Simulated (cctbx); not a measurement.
## In2Cu2SiSe6: as given, inverted or twinned?

Space group Cc (no. 9), a = 12.2760 Å, b = 7.2830 Å, c = 12.2630 Å, α = 90.00°, β = 110.42°, γ = 90.00°.

```
atom  mult.       x       y       z  Ueq (Å²)
 In1      4  0.0857  0.4068  0.4339    0.0029
 In2      4  0.2621  0.4301  0.2341    0.0035
 Se1      4  0.1475  0.7579  0.4497    0.0032
 Se2      4  0.1001  0.2584  0.2522    0.0043
 Se3      4  0.3857  0.9790  0.4052    0.0043
 Se4      4  0.7176  0.7610  0.6238    0.0041
 Se5      4  0.9166  0.7434  0.1919    0.0044
 Se6      4  0.4198  0.4919  0.4348    0.0040
 Cu1      4  0.1080  0.9129  0.2428    0.0046
 Cu2      4  0.9027  0.2959  0.0852    0.0036
 Si1      4  0.3392  0.7382  0.4994    0.0047
```

This is a model crystal, built by substitution and not relaxed, with assumed displacement parameters.

Data sets are simulated with cctbx and refined with Bijvoet mates kept apart; Flack x is then fitted as the share of an inverted twin with the atoms fixed, Hooft y from the Bijvoet differences. The group is acentric but holds improper operations, so there is an absolute structure (orientation) and no hand.

Untwinned crystal. What Flack and Hooft values should come out?

```
  λ (Å)  extinction (unmodelled)  d min (Å)  top counts  error (%)     model      R1  Flack x   s.u.  Hooft y   s.u.  pairs
0.71073                      0.1       0.77       70000        1.5  as given  0.0078   -0.014  0.004   -0.002  0.004   1133
0.71073                      0.1       0.77       70000        1.5  inverted  0.0400    1.003  0.004    1.011  0.004   1133
1.54184                      0.3       0.83       40000          4  as given  0.0163    0.018  0.003    0.007  0.004    909
```

With Mo Kα, x is close to 0 but 4 s.u. off; with the atoms held fixed the s.u. tends to be too small. With Cu Kα, x is close to 0 but 6 s.u. off; with the atoms held fixed the s.u. tends to be too small. Inverting the model turns x into about 1 − x.

A further crystal gives:

```csv
λ (Å),extinction (unmodelled),d min (Å),top counts,error (%),model,R1,Flack x,s.u.,Hooft y,s.u.,pairs
1.54184,0.3,0.83,70000,2,as given,0.0587,0.783,0.004,0.815,0.003,904
```

**Question.** What is it?

It was simulated as an inversion twin with a fraction 0.8 of the inverted domain. Flack x is over 3 s.u. from both 0 and 1 and reads that fraction.

[Logs are printed without paths, hosts, clocks, repeated set-up lines and the standing remarks that a program may print on its own settings, such as how far it seeks lower states.]
